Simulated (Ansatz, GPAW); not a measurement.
# STM contrast on a 2-layer slab of Mo(110), part 2 of 2

What would a tunnelling microscope show on a 2-layer slab of Mo(110)?

GPAW 26.7.0 and Ansatz 0.2.0; GPAW, PAW setups; slab in vacuum (the session's first sound run).

So far, upper work function (eV): step 2 (relaxation) 4.43; step 3 (bands at fixed density, height 3.5 Å, STM [-1.0, 1.0] V) 4.43.

## Step 4: A second plane-wave code

A second program with its own datasets checks the number independently.

This step: Ansatz plane waves; slab in vacuum with a dipole correction (Ansatz 0.2.0).

The input, input.yaml:

```yaml
crystal:
  lattice:
    - [2.2273863607, -1.575, 0.0]
    - [2.2273863607, 1.575, 0.0]
    - [0.0, 0.0, 16.2273863607]
  atoms:
    - { symbol: Mo, position: [0.0, 0.0, 0.4313695283] }
    - { symbol: Mo, position: [0.5000008169, 0.5000008169, 0.556685541] }
kpoints:
  mp_grid: { grid: [12, 12, 1] }
hamiltonian:
  xc: pbe
scf:
  occupations: { method: fermi_dirac, width: 0.1 }
efield:
  axis: 3
  dipole_correction: true
  ramp_width: 0.05
output:
  forces: true
  band_densities: [{ e_range: [-1.0, 0] }, { e_range: [0, 1.0] }]
  write_potential: true
  write_density: true
  volumetric_format: npy
  elf: true
```

Command:

```console
> ansatz run input.yaml --threads 4 --pin off --max-ram 8192MiB --backend cpu --events-out ev --progress --plain --runs-dir out
```

The job ended after 2.5 s (4 threads of Intel Xeon Platinum 8488C (Sapphire Rapids), shared host; peak memory 0.54 GiB).

This step gave:

- free energy: -9909.7035 eV
- smearing term TS: 0.07385 eV
- symmetry operations: 4
- upper work function: 4.439 eV
- lower work function: 4.439 eV
- dipole along the normal: -1.62e-6 e·Å
- dipole field: -2.58e-6 V/Å
- vacuum level above: 7.088 eV
- vacuum level below: 7.088 eV
- corrugation e range -1 0 3.5: 0.04421 Å
- decay e range -1 0: 1.171 Å⁻¹
- apparent barrier e range -1 0: 5.222 eV, hbar² kappa² / 2m (holds the in-plane momentum too)
- corrugation e range 0 1 3.5: 0.03659 Å
- decay e range 0 1: 1.017 Å⁻¹
- apparent barrier e range 0 1: 3.940 eV, hbar² kappa² / 2m (holds the in-plane momentum too)

The electrostatic potential energy of an electron (with the applied field's), less the Fermi level, planar mean by z:

| z (Å) | electrostatic potential energy of an electron (with the applied field's), less the Fermi level, planar mean (eV) |
| --- | --- |
| 0.0 | 4.44 |
| 0.5 | 4.44 |
| 1.0 | 4.44 |
| 1.5 | 4.44 |
| 2.0 | 4.44 |
| 2.5 | 4.44 |
| 3.0 | 4.44 |
| 3.5 | 4.43 |
| 4.0 | 4.39 |
| 4.5 | 4.29 |
| 5.0 | 3.93 |
| 5.5 | 2.72 |
| 6.0 | -1.34 |
| 6.5 | -14.2 |
| 7.0 | -23.3 |
| 7.5 | -14.4 |
| 8.0 | -4.25 |
| 8.5 | -13.5 |
| 9.0 | -23.2 |
| 9.5 | -15.2 |
| 10.0 | -1.78 |
| 10.5 | 2.58 |
| 11.0 | 3.88 |
| 11.5 | 4.27 |
| 12.0 | 4.39 |
| 12.5 | 4.43 |
| 13.0 | 4.44 |
| 13.5 | 4.44 |
| 14.0 | 4.44 |
| 14.5 | 4.44 |
| 15.0 | 4.44 |
| 15.5 | 4.44 |
| 16.0 | 4.44 |

Valence density, planar mean against z:

| z (Å) | valence density, planar mean (e/Å³) |
| --- | --- |
| 3.0 | 1.3e-4 |
| 3.5 | 4.5e-4 |
| 4.0 | 0.00150 |
| 4.5 | 0.00501 |
| 5.0 | 0.0164 |
| 5.5 | 0.0530 |
| 6.0 | 0.193 |
| 6.5 | 0.930 |
| 7.0 | 1.60 |
| 7.5 | 0.968 |
| 8.0 | 0.419 |
| 8.5 | 0.899 |
| 9.0 | 1.59 |
| 9.5 | 1.01 |
| 10.0 | 0.209 |
| 10.5 | 0.0574 |
| 11.0 | 0.0179 |
| 11.5 | 0.00537 |
| 12.0 | 0.00162 |
| 12.5 | 4.8e-4 |
| 13.0 | 1.4e-4 |

E_range_-1_0. The planar mean of the window's density by height over the top atom:

| height over the top atom (Å) | planar mean of the window's density (e/Å³) |
| --- | --- |
| 1.50 | 0.0210 |
| 1.70 | 0.0138 |
| 1.90 | 0.00892 |
| 2.10 | 0.00568 |
| 2.30 | 0.00360 |
| 2.50 | 0.00227 |
| 2.70 | 0.00142 |
| 2.90 | 9.0e-4 |
| 3.10 | 5.6e-4 |
| 3.30 | 3.5e-4 |
| 3.50 | 2.2e-4 |
| 3.70 | 1.4e-4 |
| 3.90 | 8.7e-5 |
| 4.10 | 5.5e-5 |
| 4.30 | 3.4e-5 |
| 4.50 | 2.1e-5 |
| 4.70 | 1.3e-5 |
| 4.90 | 8.3e-6 |
| 5.10 | 5.2e-6 |
| 5.30 | 3.2e-6 |
| 5.50 | 2.0e-6 |
| 5.70 | 1.2e-6 |
| 5.90 | 7.5e-7 |

Density over a1 and a2. Constant height 3.5 Å over the top atom, window e_range_-1_0.

Ten even steps from '_' (2.08 × 1e-4 e/Å³) to '@' (2.30 × 1e-4 e/Å³):
```
**++++++****####%%@@@@@@@@@@@@%%%%####**
**++++++++++****##%%%%@@@@@@@@@@@@%%####
**++++========++****##%%@@@@@@@@@@@@%%##
##**++==------====++**##%%@@@@@@@@@@@@%%
##**++==----::::----==++##%%@@@@@@@@@@%%
%%##**==--::::....::--==++**%%@@@@@@@@@@
%%##**++==::........::--==++**%%@@@@@@@@
@@%%##**==--....______..::==++##%%@@@@@@
@@@@%%**++--::..________..--==++##%%@@@@
@@@@%%##**==--::__________::--==**##%%@@
@@@@@@%%##++==--..________..::--++**%%@@
@@@@@@@@%%##++==::..______....--==**##%%
%%@@@@@@@@%%**++==--::........::==++**##
%%@@@@@@@@@@%%**++==--::....::::--==**##
##%%@@@@@@@@@@%%##++==----::::----==++**
##%%@@@@@@@@@@@@%%##**++====------==++**
**##%%@@@@@@@@@@@@%%##****++========++++
**####%%@@@@@@@@@@@@%%%%##****++++++++++
****####%%%%@@@@@@@@@@@@%%####****++++++
********####%%%%@@@@@@@@@@%%%%####******
```
Columns: a1 from 0 to 0.95; rows upwards: a2 from 0 to 0.95.

Tip height over the top atom over a1 and a2. Constant current at the density 2.221e-04 e/Å^3, window e_range_-1_0.

Ten even steps from '_' (3.471 Å) to '@' (3.515 Å):
```
**********####%%%%@@@@@@@@@@@@%%%%####**
****++++++++****##%%%%@@@@@@@@@@@@%%####
##**++========++**####%%@@@@@@@@@@@@%%##
##**++====----====++**##%%@@@@@@@@@@@@%%
####++==----::::--====**##%%@@@@@@@@@@%%
%%##**==--::::::::::--==++##%%@@@@@@@@@@
@@%%**++==::::......::--==++##%%@@@@@@@@
@@%%##**==--::..______..--==++##%%@@@@@@
@@@@%%##++==::..________..--==**##%%@@@@
@@@@%%##**==--::__________::--==**##%%@@
@@@@@@%%##**==--..________..::==++##%%@@
@@@@@@@@%%##++==--..______..::--==**##%%
@@@@@@@@@@%%##++==--::......::::==++**%%
%%@@@@@@@@@@%%##++==--::::::::::--==**##
##%%@@@@@@@@@@%%##**====--::::----==++##
##%%@@@@@@@@@@@@%%##**++====----====++**
####%%@@@@@@@@@@@@%%####**++========++**
**####%%@@@@@@@@@@@@%%%%##****++++++++**
****####%%%%@@@@@@@@@@@@%%%%####********
******######%%@@@@@@@@@@@@@@%%######****
```
Columns: a1 from 0 to 0.95; rows upwards: a2 from 0 to 0.95.

E_range_0_1. Planar mean of the window's density against height over the top atom:

| height over the top atom (Å) | planar mean of the window's density (e/Å³) |
| --- | --- |
| 1.50 | 0.0220 |
| 1.70 | 0.0163 |
| 1.90 | 0.0118 |
| 2.10 | 0.00839 |
| 2.30 | 0.00588 |
| 2.50 | 0.00407 |
| 2.70 | 0.00280 |
| 2.90 | 0.00191 |
| 3.10 | 0.00130 |
| 3.30 | 8.8e-4 |
| 3.50 | 5.9e-4 |
| 3.70 | 4.0e-4 |
| 3.90 | 2.6e-4 |
| 4.10 | 1.8e-4 |
| 4.30 | 1.2e-4 |
| 4.50 | 7.7e-5 |
| 4.70 | 5.1e-5 |
| 4.90 | 3.3e-5 |
| 5.10 | 2.2e-5 |
| 5.30 | 1.5e-5 |
| 5.50 | 9.6e-6 |
| 5.70 | 6.4e-6 |
| 5.90 | 4.3e-6 |

Density over a1 and a2. Constant height 3.5 Å over the top atom, window e_range_0_1.

Values in units of 1e-4 e/Å³, 12 rows by 16 columns, each cell a mean:
```
5.7 5.7 5.7 5.8 5.8 5.9 5.9 5.9 5.9 5.9 5.9 5.9 5.8 5.8 5.7 5.7
5.7 5.7 5.8 5.8 5.8 5.9 5.9 5.9 6.0 5.9 5.9 5.9 5.8 5.8 5.8 5.7
5.8 5.8 5.8 5.8 5.9 5.9 6.0 6.0 6.0 6.0 6.0 5.9 5.9 5.9 5.8 5.8
5.8 5.9 5.9 5.9 5.9 6.0 6.0 6.0 6.1 6.0 6.0 6.0 6.0 5.9 5.9 5.9
5.9 5.9 5.9 5.9 6.0 6.0 6.1 6.1 6.1 6.1 6.1 6.0 6.0 6.0 5.9 5.9
5.9 5.9 5.9 6.0 6.0 6.0 6.1 6.1 6.1 6.1 6.1 6.0 6.0 6.0 5.9 5.9
5.9 5.9 5.9 6.0 6.0 6.0 6.1 6.1 6.1 6.1 6.1 6.0 6.0 6.0 5.9 5.9
5.9 5.9 5.9 5.9 6.0 6.0 6.0 6.1 6.1 6.1 6.0 6.0 6.0 5.9 5.9 5.9
5.8 5.8 5.9 5.9 5.9 6.0 6.0 6.0 6.0 6.0 6.0 5.9 5.9 5.9 5.8 5.8
5.7 5.8 5.8 5.8 5.9 5.9 5.9 6.0 6.0 6.0 5.9 5.9 5.8 5.8 5.8 5.8
5.7 5.7 5.7 5.8 5.8 5.9 5.9 5.9 5.9 5.9 5.9 5.9 5.8 5.8 5.7 5.7
5.7 5.7 5.7 5.8 5.8 5.8 5.9 5.9 5.9 5.9 5.9 5.8 5.8 5.7 5.7 5.7
```
Columns: a1 from 0 to 0.95; rows upwards: a2 from 0 to 0.95.

Tip height over the top atom over a1 and a2. Constant current at the density 5.904e-04 e/Å^3, window e_range_0_1.

Values in Å, 12 rows by 16 columns, each cell a mean:
```
3.481 3.482 3.485 3.488 3.492 3.496 3.499 3.501 3.501 3.501 3.499 3.496 3.491 3.488 3.485 3.482
3.485 3.486 3.487 3.490 3.495 3.498 3.501 3.503 3.504 3.504 3.502 3.499 3.495 3.491 3.488 3.486
3.490 3.490 3.492 3.494 3.498 3.502 3.505 3.507 3.508 3.507 3.506 3.503 3.499 3.496 3.493 3.490
3.495 3.496 3.497 3.500 3.504 3.507 3.509 3.511 3.512 3.511 3.510 3.508 3.504 3.501 3.498 3.496
3.499 3.499 3.501 3.504 3.507 3.510 3.513 3.515 3.515 3.514 3.513 3.510 3.507 3.504 3.502 3.499
3.501 3.501 3.503 3.506 3.509 3.512 3.514 3.516 3.516 3.516 3.514 3.512 3.508 3.505 3.503 3.501
3.500 3.501 3.503 3.505 3.509 3.511 3.514 3.515 3.516 3.515 3.513 3.511 3.507 3.504 3.502 3.500
3.497 3.498 3.500 3.503 3.507 3.509 3.512 3.513 3.513 3.513 3.511 3.508 3.504 3.501 3.499 3.497
3.492 3.493 3.495 3.499 3.503 3.506 3.508 3.510 3.510 3.509 3.507 3.504 3.500 3.496 3.494 3.492
3.487 3.488 3.490 3.493 3.497 3.501 3.503 3.505 3.505 3.504 3.502 3.499 3.495 3.491 3.489 3.487
3.483 3.484 3.486 3.489 3.494 3.497 3.500 3.502 3.502 3.501 3.499 3.496 3.492 3.488 3.485 3.483
3.481 3.482 3.484 3.487 3.492 3.495 3.498 3.500 3.501 3.500 3.498 3.495 3.490 3.487 3.483 3.481
```
Columns: a1 from 0 to 0.95; rows upwards: a2 from 0 to 0.95.

Force by atom:

| atom | x (eV/Å) | y (eV/Å) | z (eV/Å) | size |
| --- | --- | --- | --- | --- |
| Mo1 | 0.0000 | 0.0000 | 0.0582 | 0.0582 |
| Mo2 | 0.0000 | 0.0000 | -0.0582 | 0.0582 |

Band density in the ca plane at fractional y = 0.000, with atoms of Mo within 0.2 Å of it.

Values in Å⁻³, 5 rows by 16 columns, each cell a mean:
```
0.00 0.00 0.00 0.00 0.00 0.02 0.18 0.21 0.04 0.05 0.02 0.00 0.00 0.00 0.00 0.00
0.00 0.00 0.00 0.00 0.00 0.03 0.11 0.07 0.03 0.07 0.02 0.00 0.00 0.00 0.00 0.00
0.00 0.00 0.00 0.00 0.00 0.03 0.09 0.03 0.03 0.08 0.03 0.00 0.00 0.00 0.00 0.00
0.00 0.00 0.00 0.00 0.00 0.03 0.13 0.13 0.03 0.06 0.02 0.00 0.00 0.00 0.00 0.00
0.00 0.00 0.00 0.00 0.00 0.02 0.20 0.21 0.04 0.04 0.02 0.00 0.00 0.00 0.00 0.00
```
Columns run along c (16.2 Å), rows up along a (2.7 Å). Atoms in or near the plane, at fractional coordinates: Mo at (0.43, 0.00).

Band density in the ca plane at fractional y = 0.000, with atoms of Mo within 0.2 Å of it.

Values in Å⁻³, 5 rows by 16 columns, each cell a mean:
```
0.00 0.00 0.00 0.00 0.01 0.04 0.16 0.17 0.02 0.03 0.01 0.00 0.00 0.00 0.00 0.00
0.00 0.00 0.00 0.00 0.00 0.02 0.07 0.05 0.02 0.03 0.02 0.00 0.00 0.00 0.00 0.00
0.00 0.00 0.00 0.00 0.00 0.02 0.04 0.03 0.02 0.03 0.02 0.00 0.00 0.00 0.00 0.00
0.00 0.00 0.00 0.00 0.00 0.03 0.10 0.09 0.02 0.03 0.02 0.00 0.00 0.00 0.00 0.00
0.00 0.00 0.00 0.00 0.01 0.04 0.18 0.20 0.02 0.03 0.01 0.00 0.00 0.00 0.00 0.00
```
Columns run along c (16.2 Å), rows up along a (2.7 Å). Atoms in or near the plane, at fractional coordinates: Mo at (0.43, 0.00).

Valence density in the ca plane at fractional y = 0.000, with atoms of Mo within 0.2 Å of it. It is the smooth field of the valence electrons, not physical close to the nuclei.

Values in e/Å³, 5 rows by 16 columns, each cell a mean:
```
0.0 0.0 0.0 0.0 0.0 0.1 3.2 3.3 0.3 0.2 0.1 0.0 0.0 0.0 0.0 0.0
0.0 0.0 0.0 0.0 0.0 0.1 0.7 0.8 0.3 0.3 0.1 0.0 0.0 0.0 0.0 0.0
0.0 0.0 0.0 0.0 0.0 0.1 0.3 0.4 0.3 0.3 0.1 0.0 0.0 0.0 0.0 0.0
0.0 0.0 0.0 0.0 0.0 0.1 1.4 1.5 0.3 0.2 0.1 0.0 0.0 0.0 0.0 0.0
0.0 0.0 0.0 0.0 0.0 0.1 3.9 3.9 0.3 0.2 0.1 0.0 0.0 0.0 0.0 0.0
```
Columns run along c (16.2 Å), rows up along a (2.7 Å). Atoms in or near the plane, at fractional coordinates: Mo at (0.43, 0.00).

The upper face's work function is 4.439 eV, against 4.430 eV in the first plane-wave PBE run at this geometry.

## Step 5: Side by side

Results and costs are gathered.

This step: comparison of work functions, dipole and cost (GPAW 26.7.0).

Ladder, by row:

| step | code | work function, upper (eV) | work function, lower (eV) | dipole (e Å) | wall time (s) | peak memory (GiB) | threads |
| --- | --- | --- | --- | --- | --- | --- | --- |
| pw | GPAW | 4.43 | 4.431 | -2.08e-5 | 49.31 | 0.29 | 1 |
| ansatz | Ansatz | 4.439 | 4.439 | -1.62e-6 | 2.46 | 0.541 | 4 |

## Step 6: Results

```json
{
 "work function, both faces": "4.43 eV",
 "dipole along the normal": "-2.1e-5 e Å, near the numerical noise",
 "corrugation at -1 V": "0.0369 Å",
 "corrugation at 1 V": "0.0384 Å"
}
```

In words: In GPAW's constant-current maps the tip height varies by under 0.05 Å at every bias shown (0.038 Å at most), which is near the numerical ripple of the maps: an s-wave tip would see an almost flat surface. Negative sample bias images filled states, positive bias empty ones. The two plane-wave codes differ by 0.0091 eV on the upper face. The images are of Tersoff-Hamann type: an s-wave tip, no tip-sample forces, heights closer than in a microscope. Ansatz gives corrugations of 0.044 Å at -1 V (GPAW 0.037) and 0.037 Å at 1 V (GPAW 0.038). GPAW's time includes a further run over the whole zone for the images, so the two times are not like for like. The runs had no spin polarisation, so a magnetic state, which thin layers of d-metal atoms can have, wasn't tested. The slab is only 2.0 Å thick between its outer nuclei, so the values belong to this film more than to the surface of the bulk metal. The in-plane lattice was kept as typed, which isn't the functional's own and leaves some strain; spin-orbit coupling and temperature are left out.

[Logs are printed without paths, hosts, clocks, repeated set-up lines and the standing remarks that a program may print on its own settings, such as how far it seeks lower states.]

[Hosts, paths, dates, database ids (printed as entryN), source tags and the programs' standing remarks are cut or masked in the printed files.]
